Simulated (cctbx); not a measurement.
**Symmetry from intensities**

Cell: a = 8.5110 Å, b = 8.5110 Å, c = 5.0660 Å, α = 90.00°, β = 90.00°, γ = 90.00°. Expected content of the cell: Eu2 Pd18 Cr4.

The data are simulated with cctbx, not measured: Mo Kα, λ = 0.71073 Å, to d = 0.8 Å, 70 % of the full sphere, strongest reflection 40000 counts, noise from counting, a 1.5 % proportional error and a noise floor of 4 counts (s.d.); no absorption, some extinction.

Tests on the unmerged data give:

```text
2129 reflections to d = 0.800 A
centring   violations  <I/sigma> of those
    A        887 of  1085     20.6
    B        855 of  1062     20.5
    C        834 of  1085     19.4
    I        920 of  1071     23.3
    R       1198 of  1420     23.4
    F       1288 of  1616     20.2
Laue class    unique    Rint  (classes that these axes allow; Friedel mates merged)
P -1             1381   0.014
P 1 2/m 1         802   0.016
P 1 1 2/m         827   0.016
P 2/m 1 1         809   0.017
P m m m           484   0.018
P 4/m             430   0.018
P 4/m m m         265   0.019
space group    extra absences  I>4sigma  <I/sigma>
P 4 2 2                 0          0         -  acentric
P 4 21 2               15          0       0.1  acentric
P 4 m m                 0          0         -  acentric
P 4 b m               155          0      -0.0  acentric
P -4 2 m                0          0         -  acentric
P -4 21 m              15          0       0.1  acentric
P -4 m 2                0          0         -  acentric
P -4 b 2              155          0      -0.0  acentric
P 4/m m m               0          0         -  centric
P 4/m b m             155          0      -0.0  centric
Wilson B = 0.61 A^2   <|E^2-1|> = 0.887 (0.968 centric, 0.736 acentric)   E^2>4: 2.9 %
shell (A)         n   <I/sigma>
 8.51 - 1.60     44     57.9
 1.60 - 1.27     31     71.9
 1.27 - 1.11     34     60.1
 1.11 - 1.01     31     67.8
 1.01 - 0.94     31     63.1
 0.94 - 0.88     31     49.3
 0.88 - 0.84     29     47.8
 0.84 - 0.80     34     63.6
```

Q: Read the symmetry from these tables.

Every centring test has many violations, so the lattice is primitive.

Rint stays low (0.014 to 0.019) up to P 4/m m m, the highest class in these axes.

10 settings pass the absence test. The most absences obeyed, 155, belong to P 4 b m, P -4 b 2 and P 4/m b m, which absences can't tell apart.

⟨|E²−1|⟩ = 0.887 leans to a centrosymmetric structure. The Wilson B of 0.61 Å² means U ≈ 0.0077 Å².

The true group is P4/mbm (no. 127), Laue class 4/mmm, centrosymmetric. The tables only narrow the choice to the tied entries; cell content, site symmetry and trial solutions must settle it.

The model was made for the exercise: a known structure type with other elements put in, its volume estimated, not relaxed; displacement parameters are assumed.

[Logs are printed without paths, hosts, clocks, repeated set-up lines and the standing remarks that a program may print on its own settings, such as how far it seeks lower states.]
